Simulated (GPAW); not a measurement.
# Li/Cu(111): work function by functional and basis, part 2 of 2

Wanted: work functions and dipole of Li/Cu(111), with the cost of each level.

GPAW 26.7.0; GPAW, PAW setups; slab in vacuum, relaxation (the session's first sound run).

So far, upper work function (eV): step 2 (relaxation, PBE, GPAW) 4.14; step 3 (plane waves, PBE) 4.14; step 4 (self-consistent run: xc = "LDA") 4.22; step 5 (self-consistent run: xc = "revPBE") 4.09; step 6 (self-consistent run: xc = "vdW-DF2", GPAW, PAW setups, GPAW) 4.21.

### 7. Self-consistent run: xc = "RPBE"

The same geometry under RPBE, to see how far the functional moves the levels against the vacuum.

run.py reads:

```python
import json
import numpy as np
from ase import Atoms
from gpaw import GPAW, PW

slab = Atoms(
    ['Cu', 'Cu', 'Cu', 'Cu', 'Li'],
    positions=[
        [0.00000, 0.00000, 9.00000],
        [1.27633, 0.73689, 11.08423],
        [2.55266, 1.47378, 13.20196],
        [-0.00000, 0.00000, 15.34110],
        [1.27633, 0.73689, 17.46042]],
    cell=[[2.55266, 0.0, 0.0], [1.27633, 2.21066, 0.0], [0.0, 0.0, 26.55072]],
    pbc=[True, True, False])

slab.calc = GPAW(mode=PW(400), xc='RPBE', kpts={'size': (14, 14, 1), 'gamma': True},
                 occupations={'name': 'fermi-dirac', 'width': 0.1}, nbands='300%',
                 convergence={'density': 1e-05}, maxiter=200,
                 poissonsolver={'dipolelayer': 'xy'},
                 symmetry={'tolerance': 1e-3}, txt='slab.txt')
result = {}
energy = slab.get_potential_energy()
fermi = slab.calc.get_fermi_level()
v = slab.calc.get_electrostatic_potential().mean((0, 1)) - fermi
n = slab.calc.get_pseudo_density().mean((0, 1))
L = slab.cell[2, 2]
z = np.arange(len(v)) * L / len(v)
low, high = slab.positions[:, 2].min(), slab.positions[:, 2].max()
below, above = np.interp([low - 6.8, high + 6.8], z, v)
slopes = [np.interp(x, z, np.gradient(v, z)) for x in (low - 6.8, high + 6.8)]
eps = np.array([[slab.calc.get_eigenvalues(k, s) for k in range(len(slab.calc.get_ibz_k_points()))]
                for s in range(slab.calc.get_number_of_spins())]) - fermi
top, bottom = eps[eps < 0].max(), eps[eps > 0].min()
dipole = slab.get_dipole_moment()[2]
print(f'energy {energy:.4f} eV, Fermi level {fermi:.4f} eV, dipole {dipole:.5f} e A')
print(f'potential 6.8 A off the faces, from the Fermi level: lower {below:.4f} eV, upper {above:.4f} eV')
print(f'slope of the potential there: lower {slopes[0]:.5f}, upper {slopes[1]:.5f} eV/A')
print(f'nearest levels on the mesh: {top:.4f} and {bottom:.4f} eV')
print('magnetic moment', round(slab.get_magnetic_moment(), 3))
result.update(energy=energy, fermi=fermi, dipole=dipole, below=below, above=above, slopes=slopes, edges=[top, bottom],
              z=z.tolist(), v=v.tolist(), n=n.tolist(), positions=slab.positions.tolist(),
              forces=slab.get_forces(apply_constraint=False).tolist(), moments=slab.get_magnetic_moments().tolist())
json.dump(result, open('result.json', 'w'))
```

On the command line:

```bash
OMP_NUM_THREADS=1 OPENBLAS_NUM_THREADS=1 python run.py
```

Output:

```text
energy -13.1630 eV, Fermi level 0.2212 eV, dipole 0.01768 e A
potential 6.8 A off the faces, from the Fermi level: lower 4.6418 eV, upper 4.0938 eV
slope of the potential there: lower -0.00012, upper 0.00032 eV/A
nearest levels on the mesh: -0.0505 and 0.0045 eV
magnetic moment 0.0
```

Run time: 5.6 min. Hardware: 1 thread of Arm Neoverse N1, shared host; peak memory 0.24 GiB.

This step gave:

| Quantity | Value |
| --- | --- |
| dipole along the normal | 0.01768 e·Å |
| levels nearest the Fermi level on the mesh | -0.05051, 0.004495 eV from the Fermi level |
| upper work function | 4.094 eV |
| lower work function | 4.642 eV |

The upper face's work function is 4.094 eV, against 4.137 eV in the first plane-wave PBE run at this geometry.

### 8. OptPBE vdW: xc = "optPBE-vdW"

The same geometry under optPBE-vdW, to see how far the functional moves the levels against the vacuum (the van der Waals functionals take revPBE setups).

run.py: that of step 7 with these lines changed.

```diff
@@ -16,3 +16,3 @@
 
-slab.calc = GPAW(mode=PW(400), xc='RPBE', kpts={'size': (14, 14, 1), 'gamma': True},
+slab.calc = GPAW(mode=PW(400), xc='optPBE-vdW', kpts={'size': (14, 14, 1), 'gamma': True},
                  occupations={'name': 'fermi-dirac', 'width': 0.1}, nbands='300%',
```

Output:

```text
energy -59.0097 eV, Fermi level 0.0543 eV, dipole 0.02401 e A
potential 6.8 A off the faces, from the Fermi level: lower 4.9578 eV, upper 4.2074 eV
slope of the potential there: lower -0.00021, upper 0.00039 eV/A
nearest levels on the mesh: -0.0056 and 0.1315 eV
magnetic moment 0.0
```

It took 5.6 min on 1 thread; peak memory 0.33 GiB.

This step gave:

```
dipole along the normal                    : 0.02401 e·Å
levels nearest the Fermi level on the mesh : -0.005637, 0.1315 eV from the Fermi level
upper work function                        : 4.207 eV
lower work function                        : 4.958 eV
```

The upper face's work function is 4.207 eV, against 4.137 eV in the first plane-wave PBE run at this geometry.

### 9. Real-space grid: mode = "fd"

A real-space grid is a second complete basis, so it checks the plane-wave result.

run.py: that of step 8 with these lines changed.

```diff
@@ -3,3 +3,3 @@
 from ase import Atoms
-from gpaw import GPAW, PW
+from gpaw import GPAW
 
@@ -16,3 +16,3 @@
 
-slab.calc = GPAW(mode=PW(400), xc='optPBE-vdW', kpts={'size': (14, 14, 1), 'gamma': True},
+slab.calc = GPAW(mode='fd', h=0.18, xc='PBE', kpts={'size': (14, 14, 1), 'gamma': True},
                  occupations={'name': 'fermi-dirac', 'width': 0.1}, nbands='300%',
```

Output:

```text
energy -16.2557 eV, Fermi level -4.4712 eV, dipole 0.02155 e A
potential 6.8 A off the faces, from the Fermi level: lower 4.8079 eV, upper 4.1345 eV
slope of the potential there: lower -0.00001, upper 0.00003 eV/A
nearest levels on the mesh: -0.0447 and 0.0075 eV
magnetic moment 0.0
```

The job ended after 25 min (1 thread; peak memory 0.88 GiB).

Numbers from this step:

- dipole along the normal: 0.02155 e·Å
- levels nearest the Fermi level on the mesh: -0.04473, 0.007527 eV from the Fermi level
- upper work function: 4.135 eV
- lower work function: 4.808 eV

The upper face's work function is 4.135 eV, against 4.137 eV in the first plane-wave PBE run at this geometry.

### 10. Atomic orbitals: mode = "lcao"

Atom-centred orbitals end a few angstrom from the surface, which tests how much the density's tail matters.

run.py: that of step 9 with these lines changed.

```diff
@@ -16,4 +16,4 @@
 
-slab.calc = GPAW(mode='fd', h=0.18, xc='PBE', kpts={'size': (14, 14, 1), 'gamma': True},
-                 occupations={'name': 'fermi-dirac', 'width': 0.1}, nbands='300%',
+slab.calc = GPAW(mode='lcao', basis='dzp', h=0.18, xc='PBE', kpts={'size': (14, 14, 1), 'gamma': True},
+                 occupations={'name': 'fermi-dirac', 'width': 0.1}, nbands='120%',
                  convergence={'density': 1e-05}, maxiter=200,
```

Output:

```text
energy -14.6707 eV, Fermi level -4.0549 eV, dipole 0.01979 e A
potential 6.8 A off the faces, from the Fermi level: lower 4.3633 eV, upper 3.7466 eV
slope of the potential there: lower -0.00000, upper -0.00000 eV/A
nearest levels on the mesh: -0.0554 and 0.0660 eV
magnetic moment 0.0
```

The job ended after 6 min (1 thread; peak memory 0.24 GiB).

This step gave:

| Item | Value |
| --- | --- |
| dipole along the normal | 0.01979 e·Å |
| levels nearest the Fermi level on the mesh | -0.05542, 0.06595 eV from the Fermi level |
| upper work function | 3.747 eV |
| lower work function | 4.363 eV |

The electrostatic potential energy of an electron (without an applied field's), less the Fermi level, planar mean oscillates, so the rows of the table below give means over windows of 2.15 Å about each position, cut where the curve ends. Its maxima inside the range that stand out by 2 % of the span (Å: eV): 10.0: -0.283, 12.1: -0.0163, 14.3: 0.109, 16.5: 0.424. Its minima: 9.0: -18.9, 11.1: -19.1, 13.2: -19.1, 15.3: -19.1, 17.5: -6.29.

Table of electrostatic potential energy of an electron (without an applied field's), less the Fermi level, planar mean by z; means over each step:

z (Å), electrostatic potential energy of an electron (without an applied field's), less the Fermi level, planar mean (eV) and a bar from the least value:
```
     1.07        4.4 ##############################
     3.22        4.4 ##############################
     5.37        4.4 ##############################
     7.52        1.7 ########################
     9.67       -8.3 
    11.82       -8.1 
    13.97       -7.9 #
    16.12       -6.7 ####
    18.27       -1.0 #################
    20.42        3.7 ############################
    22.57        3.7 #############################
    24.72        3.7 #############################
```

The upper face's work function is 3.747 eV, against 4.137 eV in the first plane-wave PBE run at this geometry.

### 11. Cost and result by level

Times are for 1 thread of Arm Neoverse N1, shared host. The runs compared:

| no. | run | upper work function (eV) | lower work function (eV) | time | memory (GiB) |
| --- | --- | --- | --- | --- | --- |
| 1 | pw | 4.137 | 4.818 | 6.4 min | 0.24 |
| 2 | LDA | 4.221 | 5.176 | 6.4 min | 0.24 |
| 3 | revPBE | 4.092 | 4.666 | 5.7 min | 0.24 |
| 4 | vdW DF2 | 4.213 | 5.133 | 25 min | 0.33 |
| 5 | RPBE | 4.094 | 4.642 | 5.6 min | 0.24 |
| 6 | optPBE vdW | 4.207 | 4.958 | 5.6 min | 0.33 |
| 7 | fd | 4.135 | 4.808 | 25 min | 0.88 |
| 8 | lcao | 3.747 | 4.363 | 6 min | 0.24 |

### 12. Side by side

Results and costs are gathered.

This step: comparison of work functions, dipole and cost (GPAW 26.7.0).

Ladder, by row:

| step | code | work function, upper (eV) | work function, lower (eV) | dipole (e Å) | wall time (s) | peak memory (GiB) | threads |
| --- | --- | --- | --- | --- | --- | --- | --- |
| pw | GPAW | 4.137 | 4.818 | 0.02183 | 385.9 | 0.24 | 1 |
| LDA | GPAW | 4.221 | 5.176 | 0.03038 | 382.2 | 0.24 | 1 |
| revPBE | GPAW | 4.092 | 4.666 | 0.01851 | 343.4 | 0.24 | 1 |
| vdW-DF2 | GPAW | 4.213 | 5.133 | 0.02934 | 1513 | 0.33 | 1 |
| RPBE | GPAW | 4.094 | 4.642 | 0.01768 | 337.4 | 0.24 | 1 |
| optPBE-vdW | GPAW | 4.207 | 4.958 | 0.02401 | 335.4 | 0.33 | 1 |
| fd | GPAW | 4.135 | 4.808 | 0.02155 | 1477 | 0.88 | 1 |
| lcao | GPAW | 3.747 | 4.363 | 0.01979 | 361.5 | 0.24 | 1 |

### 13. A changed run

One more run, with changed settings.

This step: GPAW, PAW setups; slab in vacuum (GPAW 26.7.0).

run.py: that of step 10 with these lines changed.

```diff
@@ -3,3 +3,3 @@
 from ase import Atoms
-from gpaw import GPAW
+from gpaw import GPAW, PW
 
@@ -16,5 +16,5 @@
 
-slab.calc = GPAW(mode='lcao', basis='dzp', h=0.18, xc='PBE', kpts={'size': (14, 14, 1), 'gamma': True},
-                 occupations={'name': 'fermi-dirac', 'width': 0.1}, nbands='120%',
-                 convergence={'density': 1e-05}, maxiter=200,
+slab.calc = GPAW(mode=PW(400), xc='PBE', kpts={'size': (14, 14, 1), 'gamma': True},
+                 occupations={'name': 'fermi-dirac', 'width': 0.1}, nbands='300%',
+                 convergence={'density': 1e-05}, maxiter=75,
                  poissonsolver={'dipolelayer': 'xy'},
@@ -29,4 +29,4 @@
 low, high = slab.positions[:, 2].min(), slab.positions[:, 2].max()
-below, above = np.interp([low - 6.8, high + 6.8], z, v)
-slopes = [np.interp(x, z, np.gradient(v, z)) for x in (low - 6.8, high + 6.8)]
+below, above = np.interp([low - 1.0, high + 1.0], z, v)
+slopes = [np.interp(x, z, np.gradient(v, z)) for x in (low - 1.0, high + 1.0)]
 eps = np.array([[slab.calc.get_eigenvalues(k, s) for k in range(len(slab.calc.get_ibz_k_points()))]
@@ -36,3 +36,3 @@
 print(f'energy {energy:.4f} eV, Fermi level {fermi:.4f} eV, dipole {dipole:.5f} e A')
-print(f'potential 6.8 A off the faces, from the Fermi level: lower {below:.4f} eV, upper {above:.4f} eV')
+print(f'potential 1.0 A off the faces, from the Fermi level: lower {below:.4f} eV, upper {above:.4f} eV')
 print(f'slope of the potential there: lower {slopes[0]:.5f}, upper {slopes[1]:.5f} eV/A')
```

Output:

```text
energy -15.2068 eV, Fermi level 0.0996 eV, dipole 0.02182 e A
potential 1.0 A off the faces, from the Fermi level: lower 1.5340 eV, upper 0.8602 eV
slope of the potential there: lower -8.59483, upper 5.41967 eV/A
nearest levels on the mesh: -0.0469 and 0.0069 eV
magnetic moment 0.0
```

Wall time 6.3 min (1 thread); peak memory 0.23 GiB.

The run finished. A setting was moved off its sound value on purpose, so it serves as a test and not as the result.

The fault put into the input: the potential probed 1 A off the face (probe = 1.0).

### 14. What came out

```json
{
  "work function, upper and lower face": "4.137 and 4.818 eV",
  "dipole along the normal": "0.0218 e Å"
}
```

What this shows: With plane waves and PBE the work function is 4.14 eV on the upper face and 4.82 eV on the lower. The two faces differ by 0.68 eV, the step that the slab's dipole makes (e p/(ε0 A) gives 0.70 eV), so the dipole layer is needed. Over the sound runs of the table the upper face's work function spans 3.747 (lcao) to 4.221 eV (LDA). Atomic orbitals miss the plane-wave value by -0.39 eV, since they describe the tail of the density in the vacuum poorly. The cell of 5.64 Å² holds one Li, started on one chosen site; other sites and coverages weren't tried. The in-plane lattice was kept as typed, which isn't the functional's own and leaves some strain; spin-orbit coupling and temperature are left out.

[Logs are printed without paths, hosts, clocks, repeated set-up lines and the standing remarks that a program may print on its own settings, such as how far it seeks lower states.]

[Hosts, paths, dates, database ids (printed as entryN), source tags and the programs' standing remarks are cut or masked in the printed files.]
